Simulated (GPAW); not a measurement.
# Ballistic transport through 1,4-diethynylbenzene between two Al chains, cheap and dear, part 2 of 2

Aim: T(E), conductance and thermopower of 1,4-diethynylbenzene between two Al chains, and what cheaper settings cost in accuracy.

GPAW 26.7.0; GPAW LCAO, PAW setups; Landauer transmission from Green's functions with principal layers (ASE), zero bias.

So far, transmission at the Fermi level (one spin): step 2 (double-zeta polarised basis) 0.258; step 3 (basis szp(dzp)) 0.349; step 4 (basis sz(dzp)) 0.306. Also open channels of the lead at the Fermi level (one spin): 2 in steps 2, 3 and 4.

## Step 5: RPBE in the dzp basis: xc = "RPBE"

Back in the dzp basis, the functional changes from PBE to RPBE, to set the spread between functionals beside that between bases.

run.py

```python
import json
import numpy as np
from ase import Atoms
from ase.transport.calculators import TransportCalculator
from gpaw import GPAW, FermiDirac
from gpaw.lcao.tools import get_lcao_hamiltonian
from scipy.linalg import eigh

# The junction with lead layers at both ends, along the third cell vector
device = Atoms(
    ['Al', 'Al', 'Al', 'Al', 'Al', 'Al', 'C', 'C', 'C', 'H', 'H', 'C', 'C', 'C', 'C', 'H', 'H', 'C', 'C', 'C', 'Al', 'Al', 'Al', 'Al', 'Al', 'Al'],
    positions=[
        [5.40510, 4.50000, 1.20000],
        [5.40510, 4.50000, 3.60000],
        [5.40510, 4.50000, 6.00000],
        [5.40510, 4.50000, 8.40000],
        [5.40510, 4.50000, 10.80000],
        [5.40510, 4.50000, 13.20000],
        [5.40509, 4.50003, 15.11000],
        [5.40509, 4.50007, 16.31083],
        [5.40509, 4.50009, 17.74147],
        [7.56018, 4.50009, 17.90539],
        [3.25000, 4.50009, 17.90539],
        [4.19611, 4.50009, 18.44129],
        [6.61407, 4.50009, 18.44129],
        [6.61407, 4.50009, 19.83935],
        [4.19611, 4.50009, 19.83935],
        [7.56018, 4.50008, 20.37524],
        [3.25000, 4.50008, 20.37524],
        [5.40509, 4.50008, 20.53916],
        [5.40509, 4.50006, 21.96980],
        [5.40510, 4.50003, 23.17063],
        [5.40510, 4.50000, 25.08063],
        [5.40510, 4.50000, 27.48063],
        [5.40510, 4.50000, 29.88063],
        [5.40510, 4.50000, 32.28063],
        [5.40510, 4.50000, 34.68063],
        [5.40510, 4.50000, 37.08063]],
    cell=[[10.8102, 0.0, 0.0], [0.0, 9.0, 0.0], [0.0, 0.0, 38.28063]],
    pbc=True)

# One principal layer of the lead: the first 4 atoms of the device
lead = Atoms(
    ['Al', 'Al', 'Al', 'Al'],
    positions=[
        [5.40510, 4.50000, 1.20000],
        [5.40510, 4.50000, 3.60000],
        [5.40510, 4.50000, 6.00000],
        [5.40510, 4.50000, 8.40000]],
    cell=[[10.8102, 0.0, 0.0], [0.0, 9.0, 0.0], [0.0, 0.0, 9.6]],
    pbc=True)

settings = dict(mode='lcao', basis='dzp', xc='RPBE', h=0.2,
                occupations=FermiDirac(0.1), maxiter=250,
                mixer=dict(beta=0.1, nmaxold=8, weight=100.0),
                convergence=dict(density=0.0001))
energies = np.arange(-2, 2 + 1e-9, 0.05)
eta = 0.0001
n1, n2 = 1, 1
# k and -k transmit alike, so half of the mesh across the current serves
mesh = [(i, j) for i in range(n1) for j in range(n2) if (i, j) <= (-i % n1, -j % n2)]
weights = np.array([1 if (i, j) == (-i % n1, -j % n2) else 2 for i, j in mesh]) / (n1 * n2)


def ground_state(atoms, size, txt):
    atoms.calc = GPAW(kpts={'size': size, 'gamma': True}, symmetry={'tolerance': 1e-3}, txt=txt, **settings)
    atoms.get_potential_energy()
    return atoms.calc.get_fermi_level()


def blocks(atoms, fermi, points, nz, cells):
    """H - E_F S and S between cell 0 and the cells above it, at each point across the current."""
    kz = np.arange(nz) / nz
    calc = atoms.calc.fixed_density(kpts=[(*k, z) for k in points for z in kz], symmetry='off', txt=None)
    H, S = get_lcao_hamiltonian(calc)
    H = (H - fermi * S).reshape(len(H), len(points), nz, *S.shape[1:])
    S = S.reshape(H.shape[1:])
    phases = [np.exp(-2j * np.pi * kz * R) / nz for R in cells]
    return [(np.einsum('skzij,z->ksij', H, p), np.einsum('kzij,z->kij', S, p)) for p in phases]


def pair(a, b):
    return np.block([[a, b], [b.T.conj(), a]])


def count_channels(h, s, cells, nk=240):
    """Half the number of times that the lead's bands cross each energy, unfolded to its shortest repeat."""
    b = len(h) // cells
    bands = []
    for k in (np.arange(nk + 1) + 0.5) / nk:
        hk, sk = h[:b, :b].copy(), s[:b, :b].copy()
        for R in range(1, cells):
            phase, block = np.exp(2j * np.pi * k * R), slice(R * b, (R + 1) * b)
            hk += h[:b, block] * phase + (h[:b, block] * phase).T.conj()
            sk += s[:b, block] * phase + (s[:b, block] * phase).T.conj()
        w, u = eigh(sk)
        x = u[:, w > 1e-5] / w[w > 1e-5]**0.5  # drop near-dependent combinations
        bands.append(np.r_[eigh(x.T.conj() @ hk @ x, eigvals_only=True), [1e9] * (w <= 1e-5).sum()])
    below = np.array(bands)[:, :, None] < energies
    return (below[1:] != below[:-1]).sum((0, 1)) / 2


fermi_lead = ground_state(lead, (1, 1, 12), 'lead.txt')
fermi_device = ground_state(device, (1, 1, 2), 'device.txt')
T, channels, eigen, tail, misfit, shifts = [], [], [], 0.0, 0.0, []
for first in range(0, len(mesh), 164):
    points = [(i / n1, j / n2) for i, j in mesh[first:first + 164]]
    (H0k, S0k), (H1k, S1k), (H2k, _) = blocks(lead, fermi_lead, points, 5, range(3))
    [(Hk, Sk)] = blocks(device, fermi_device, points, 2, [0])
    tail = max(tail, abs(H2k).max())
    for H0, S0, H1, S1, H, S in zip(H0k, S0k, H1k, S1k, Hk, Sk):
        n = len(S0)
        # Shift the lead onto the potential of the device's first layer
        shift = ((H[:, 0, 0] - H0[:, 0, 0]) / S0[0, 0]).real.mean()
        shifts.append(shift)
        misfit = max(misfit, abs(H[:, :n, :n] - H0 - shift * S0).max())
        Tk, Ck, Ek = [], [], []
        for s in range(len(H)):
            t = s % len(H0)  # a lead without moments serves both spins
            h1, s1 = pair(H0[t] + shift * S0, H1[t] + shift * S1), pair(S0, S1)
            leads = dict(h1=h1, s1=s1, energies=energies, eta=eta, eta1=eta, eta2=eta)
            calc = TransportCalculator(h=H[s], s=S, eigenchannels=3, **leads)
            Tk.append(calc.get_transmission())
            Ek.append(np.sort(calc.eigenchannels_ne, axis=0)[::-1])
            Ck.append(count_channels(h1, s1, 8))
        T.append(Tk)
        channels.append(Ck)
        eigen.append(Ek)
T, channels = np.array(T), np.array(channels)
mean, open_channels = np.einsum('kse,k->se', T, weights), np.einsum('kse,k->se', channels, weights)

print(f'basis functions: device {len(S)}, principal layer {n}')
print(f'Fermi level: lead {fermi_lead:.4f} eV, device {fermi_device:.4f} eV; lead shifted by {np.mean(shifts):.4f} eV')
print(f'largest coupling past the next layer {tail:.2e} eV, largest misfit of the first layer {misfit:.3f} eV')
print('  E-E_F (eV)   ' + 'T (one spin)  channels')
for e, t, c in zip(energies, mean.T, open_channels.T):
    print(f'{e:10.3f}  ', *[f'{x:11.4e}' for x in t], *[f'{x:9.4f}' for x in c])

kT = 8.617333e-5 * 200
fine = np.linspace(energies[0], energies[-1], 4001)
both = np.exp(np.interp(fine, energies, np.log(np.maximum(mean.sum(0) * 2 / len(mean), 1e-30))))
fermi = lambda mu: 1 / (1 + np.exp(np.clip((fine - mu) / kT, -200, 200)))
slope = fermi(0) * (1 - fermi(0)) / kT
G = np.trapezoid(both * slope, fine) / 2
seebeck = -np.trapezoid(both * slope * fine, fine) / (2 * G * 200) * 1e6
print(f'conductance at 200 K: {G:.5g} G0 a cell; thermopower {seebeck:.4g} uV/K')
bias = [0.1, 0.2, 0.5, 1.0, 1.5, 2.0]
current = [38.74 * np.trapezoid(both * (fermi(V / 2) - fermi(-V / 2)), fine) for V in bias]
for V, I in zip(bias, current):
    print(f'current from the zero-bias T(E) at {V} V: {I:.5g} uA')
zero = abs(energies).argmin()
json.dump(dict(energies=energies.tolist(), T=mean.tolist(), channels=open_channels.tolist(), G=G, seebeck=seebeck,
               bias=bias, current=current, tail=tail, misfit=misfit, shift=np.mean(shifts), n_device=len(S), n_lead=n,
               fermi=[fermi_lead, fermi_device], energy=device.get_potential_energy(),
               moments=device.get_magnetic_moments().tolist(), mesh=mesh, weights=weights.tolist(),
               T_k=T[:, :, zero].tolist(), eigen=np.array(eigen[0]).tolist()), open('result.json', 'w'))
```

Run with:

```
OMP_NUM_THREADS=1 OPENBLAS_NUM_THREADS=1 python run.py
```

The log of the run:

```text
basis functions: device 306, principal layer 52
Fermi level: lead -3.2483 eV, device -3.0408 eV; lead shifted by -0.0014 eV
largest coupling past the next layer 1.47e-15 eV, largest misfit of the first layer 0.045 eV
  E-E_F (eV)   T (one spin)  channels
    -2.000    9.6989e-07    1.0000
    -1.950    8.3869e-07    1.0000
    -1.900    7.2061e-07    1.0000
[...]
1.950    7.0547e-01    3.0000
     2.000    6.8631e-01    3.0000
conductance at 200 K: 0.24488 G0 a cell; thermopower -2.319 uV/K
current from the zero-bias T(E) at 0.1 V: 1.8869 uA
current from the zero-bias T(E) at 0.2 V: 3.7134 uA
current from the zero-bias T(E) at 0.5 V: 8.4417 uA
current from the zero-bias T(E) at 1.0 V: 13.899 uA
current from the zero-bias T(E) at 1.5 V: 20.378 uA
current from the zero-bias T(E) at 2.0 V: 31.286 uA
```

It took 2 min on 1 thread of Arm Neoverse V2, shared host; peak memory 1.4 GiB.

This step gave:

| Item | Value |
| --- | --- |
| conductance | 0.2449 G₀ |
| thermopower | -2.319 μV/K |
| largest coupling past the next principal layer | 1.47e-15 eV |
| largest misfit of the first principal layer | 0.04524 eV |
| shift that aligns the lead | -0.001441 eV |
| basis functions of the junction | 306 |
| basis functions of a principal layer | 52 |
| transmission at the Fermi level (one spin) | 0.2472 |

One spin. The transmission, zone mean by energy, zero at the Fermi level:

energy (eV), transmission, zone mean and a bar:
```
    -2.00       0.00 
    -1.90       0.00 
    -1.80       0.00 
    -1.70       0.00 
    -1.55       0.00 
    -1.45       0.00 
    -1.35       0.00 
    -1.25       0.00 
    -1.15       0.00 
    -1.05       0.00 
    -0.90       0.00 
    -0.80       0.00 
    -0.70       0.00 
    -0.60       0.00 
    -0.50       0.00 
    -0.40       0.00 
    -0.25       0.12 ####
    -0.15       0.19 ######
    -0.05       0.24 #######
     0.00       0.25 #######
     0.05       0.25 #######
     0.15       0.24 #######
     0.25       0.23 #######
     0.40       0.24 #######
     0.50       0.27 ########
     0.60       0.31 #########
     0.70       0.38 ###########
     0.80       0.47 ##############
     0.90       0.59 ##################
     1.05       0.79 ########################
     1.15       0.90 ###########################
     1.25       0.98 #############################
     1.35       1.00 ##############################
     1.45       0.98 #############################
     1.55       0.93 ############################
     1.70       0.83 #########################
     1.80       0.78 #######################
     1.90       0.73 ######################
     2.00       0.69 #####################
```

The conductance, 0.245 G₀, lies 4.3 % below that of the dzp run.

## Step 6: Cost and result by level

Times are for 1 thread of Arm Neoverse V2, shared host. The runs compared:

```csv
no.,run,conductance (G₀),time,memory (GiB)
1,dzp,0.2559,1.9 min,1.4
2,szp,0.3458,96 s,1.4
3,sz,0.3032,71 s,1.3
4,dzp RPBE,0.2449,2 min,1.4
```

## Step 7: Comparison

The curves are compared point by point over the common energies.

This step: comparison of transmission and cost over codes and levels (GPAW 26.7.0).

Ladder, by row:

```csv
step,code,T at the Fermi level (sum over the listed spins),conductance (G0),r.m.s. T(E) from the first,wall time (s),peak memory (GiB),threads
dzp,GPAW,0.2584,0.2559,0,114.8,1.44,1
szp,GPAW,0.3488,0.3458,0.2056,95.88,1.42,1
sz,GPAW,0.3058,0.3032,0.1119,70.69,1.29,1
dzp-RPBE,GPAW,0.2472,0.2449,0.01166,117,1.44,1
```

The transmission, zone mean, sum over the listed spins by energy, zero at the Fermi level:

```csv
energy (eV),dzp,szp,sz,dzp-RPBE
-2.00,9.0e-7,1.4e-7,2.7e-8,9.7e-7
-1.85,5.7e-7,8.8e-8,1.0e-8,6.1e-7
-1.70,3.3e-7,5.0e-8,0,3.6e-7
-1.50,1.2e-7,1.3e-8,0,1.3e-7
-1.35,2.5e-8,0,0,2.5e-8
-1.20,0,0,0,0
-1.05,0,0,0,0
-0.90,0,0,0,0
-0.70,0,0,0,0
-0.55,4.6e-14,0,1.3e-13,4.3e-14
-0.40,1.0e-5,4.2e-10,0.0339,9.4e-7
-0.25,0.125,0.144,0.137,0.121
-0.10,0.226,0.283,0.257,0.218
0.00,0.258,0.349,0.306,0.247
0.10,0.258,0.375,0.319,0.244
0.25,0.245,0.403,0.327,0.231
0.40,0.257,0.487,0.372,0.241
0.55,0.307,0.660,0.479,0.287
0.70,0.405,0.880,0.656,0.380
0.90,0.618,0.996,0.913,0.589
1.05,0.811,0.905,0.997,0.787
1.20,0.958,0.777,0.969,0.947
1.35,1.000,0.672,0.889,1.00
1.50,0.951,0.599,0.805,0.954
1.70,0.836,0.544,0.715,0.834
1.85,0.757,0.526,0.663,0.750
2.00,0.696,0.521,0.621,0.686
```

## Step 8: Density threshold 0.001: conv = 0.001

The Hamiltonian is taken from the last density. The density threshold is one of the tests that end the cycle; the energy must settle too, so a loose value may not be the test that decides.

This step: GPAW LCAO, PAW setups; Landauer transmission from Green's functions with principal layers (ASE), zero bias (GPAW 26.7.0).

Edit run.py of step 5 so:

```diff
@@ -52,6 +52,6 @@
 
-settings = dict(mode='lcao', basis='dzp', xc='RPBE', h=0.2,
+settings = dict(mode='lcao', basis='dzp', xc='PBE', h=0.2,
                 occupations=FermiDirac(0.1), maxiter=250,
                 mixer=dict(beta=0.1, nmaxold=8, weight=100.0),
-                convergence=dict(density=0.0001))
+                convergence=dict(density=0.001))
 energies = np.arange(-2, 2 + 1e-9, 0.05)
```

The log of the run:

```text
basis functions: device 306, principal layer 52
Fermi level: lead -3.3037 eV, device -3.1025 eV; lead shifted by -0.0008 eV
largest coupling past the next layer 8.07e-16 eV, largest misfit of the first layer 0.046 eV
  E-E_F (eV)   T (one spin)  channels
    -2.000    8.9698e-07    1.0000
    -1.950    7.7571e-07    1.0000
    -1.900    6.6662e-07    1.0000
    -1.850    5.6868e-07    1.0000
    -1.800    4.8093e-07    1.0000
    -1.750    4.0249e-07    1.0000
    -1.700    3.3256e-07    1.0000
    -1.650    2.7038e-07    1.0000
    -1.600    2.1528e-07    1.0000
    -1.550    1.6662e-07    1.0000
    -1.500    1.2381e-07    1.0000
    -1.450    8.6317e-08    1.0000
    -1.400    5.3637e-08    1.0000
    -1.350    2.5318e-08    1.0000
    -1.300    9.5636e-10    1.0000
    -1.250    2.7087e-15    0.0000
[...]
1.650    8.6445e-01    3.0000
     1.700    8.3523e-01    3.0000
     1.750    8.0720e-01    3.0000
     1.800    7.8081e-01    3.0000
     1.850    7.5635e-01    3.0000
     1.900    7.3395e-01    3.0000
     1.950    7.1363e-01    3.0000
     2.000    6.9536e-01    3.0000
conductance at 200 K: 0.2583 G0 a cell; thermopower -2.523 uV/K
current from the zero-bias T(E) at 0.1 V: 1.9901 uA
current from the zero-bias T(E) at 0.2 V: 3.916 uA
current from the zero-bias T(E) at 0.5 V: 8.898 uA
current from the zero-bias T(E) at 1.0 V: 14.697 uA
current from the zero-bias T(E) at 1.5 V: 21.621 uA
current from the zero-bias T(E) at 2.0 V: 33.111 uA
```

The job ended after 69 s (1 thread; peak memory 1.4 GiB).

This step gave:

```
conductance                                    : 0.2583 G₀
thermopower                                    : -2.523 μV/K
largest coupling past the next principal layer : 8.07e-16 eV
largest misfit of the first principal layer    : 0.04559 eV
shift that aligns the lead                     : -7.83e-4 eV
transmission at the Fermi level (one spin)     : 0.2608
```

One spin. The transmission, zone mean by energy, zero at the Fermi level:

```csv
energy (eV),"transmission, zone mean"
-2.00,9.0e-7
-1.90,6.7e-7
-1.80,4.8e-7
-1.70,3.3e-7
-1.55,1.7e-7
-1.45,8.6e-8
-1.35,2.5e-8
-1.25,0
-1.15,0
-1.05,0
-0.90,0
-0.80,0
-0.70,0
-0.60,0
-0.50,0
-0.40,1.2e-6
-0.25,0.126
-0.15,0.197
-0.05,0.250
0.00,0.261
0.05,0.262
0.15,0.253
0.25,0.245
0.40,0.257
0.50,0.286
0.60,0.334
0.70,0.406
0.80,0.502
0.90,0.620
1.05,0.813
1.15,0.920
1.25,0.985
1.35,0.999
1.45,0.973
1.55,0.923
1.70,0.835
1.80,0.781
1.90,0.734
2.00,0.695
```

Crossings of the lead's bands, unfolded to its shortest repeat. Open channels, zone mean against energy, zero at the Fermi level:

energy (eV), open channels, zone mean and a bar:
```
   -2.000       1.00 ##########
   -1.800       1.00 ##########
   -1.600       1.00 ##########
   -1.400       1.00 ##########
   -1.200       0.00 
   -1.000       0.00 
   -0.800       0.00 
   -0.600       0.00 
   -0.400       0.00 
   -0.200       2.00 ####################
    0.000       2.00 ####################
    0.200       2.00 ####################
    0.400       2.00 ####################
    0.600       2.00 ####################
    0.800       2.00 ####################
    1.000       3.00 ##############################
    1.200       3.00 ##############################
    1.400       3.00 ##############################
    1.600       3.00 ##############################
    1.800       3.00 ##############################
    2.000       3.00 ##############################
```

Not self-consistent under bias; the bias window is split evenly. The current through one cell, from the zero-bias transmission by bias:

```csv
bias (V),"current through one cell, from the zero-bias transmission (μA)"
0.100,1.99
0.200,3.92
0.500,8.90
1.000,14.7
1.500,21.6
2.000,33.1
```

The transmission of the three most open eigenchannels by energy, zero at the Fermi level:

```csv
energy (eV),channel 1,channel 2,channel 3
-2.00,9.0e-7,0,0
-1.85,5.7e-7,0,0
-1.70,3.3e-7,0,0
-1.60,2.2e-7,0,0
-1.45,8.6e-8,0,0
-1.30,9.6e-10,0,0
-1.15,0,0,0
-1.05,0,0,0
-0.90,0,0,0
-0.75,0,0,0
-0.60,0,0,0
-0.50,0,0,0
-0.35,0.0718,3.3e-4,0
-0.20,0.160,7.1e-4,0
-0.05,0.249,0.00110,0
0.00,0.260,0.00113,0
0.05,0.261,0.00112,0
0.20,0.247,9.6e-4,0
0.35,0.248,8.4e-4,0
0.50,0.285,8.1e-4,0
0.60,0.334,8.3e-4,0
0.75,0.450,9.3e-4,0
0.90,0.619,0.00107,1.5e-12
1.05,0.812,0.00128,4.0e-6
1.15,0.919,0.00144,3.4e-6
1.30,0.996,0.00175,3.4e-6
1.45,0.971,0.00212,3.7e-6
1.60,0.892,0.00258,4.2e-6
1.70,0.832,0.00295,4.7e-6
1.85,0.753,0.00359,5.6e-6
2.00,0.691,0.00436,6.7e-6
```

The conductance, 0.258 G₀, lies 0.9 % above that of the dzp run.

## Step 9: Another change of settings

A last run, with other settings again.

Edit run.py of step 8 so:

```diff
@@ -52,6 +52,6 @@
 
-settings = dict(mode='lcao', basis='dzp', xc='PBE', h=0.2,
-                occupations=FermiDirac(0.1), maxiter=250,
+settings = dict(mode='lcao', basis='dzp', xc='PBE0', h=0.2,
+                occupations=FermiDirac(0.1), maxiter=75,
                 mixer=dict(beta=0.1, nmaxold=8, weight=100.0),
-                convergence=dict(density=0.001))
+                convergence=dict(density=0.0001))
 energies = np.arange(-2, 2 + 1e-9, 0.05)
```

The log of the run:

```text
gpaw.dft.LegacyGPAWError
```

It took 0.8 s on 1 thread; peak memory 0.17 GiB.

The input was rejected at the start.

The fault put into the input: an unknown or unserved functional (xc = "PBE0").

## Step 10: Summary of results

```yaml
conductance: 0.256 G₀
transmission_at_the_fermi_level_mean_of_the_spins: 0.258
thermopower: -2.74 μV/K
open_channels_of_the_lead_there: 2
```

In words: In the dzp basis the junction conducts 0.256 G₀ at 200 K, with T = 0.258 a spin at the Fermi level; no smaller basis tried comes within 10 % of that conductance. The scatterer reflects about 87 % of the incoming channels at the Fermi level. At the Fermi level one eigenchannel carries the current (0.26). Measured against the first run (dzp), the nearest curve is that of dzp-RPBE (r.m.s. 0.012) and the farthest that of szp (0.21). Over the compared runs wall time goes from 71 s (sz) to 117 s (dzp-RPBE), on a shared host. The geometry was built from estimated bond lengths and not relaxed, so the numbers describe this model structure. Semilocal functionals put molecular levels too near the Fermi level, so such conductances usually come out too high, and chain electrodes have a sharper density of states than real ones. An evenly spaced straight chain is an idealisation: free chains tend to dimerise, zigzag or, where a band edge lies near the Fermi level, turn magnetic. The currents use the zero-bias T(E) throughout, which holds only while the bias is small against the distance to the nearest feature. The energy step is wider than the thermal energy, so the conductance and thermopower rest on interpolation of T(E).

[Logs are printed without paths, hosts, clocks, repeated set-up lines and the standing remarks that a program may print on its own settings, such as how far it seeks lower states.]

[Hosts, paths, dates, database ids (printed as entryN), source tags and the programs' standing remarks are cut or masked in the printed files.]
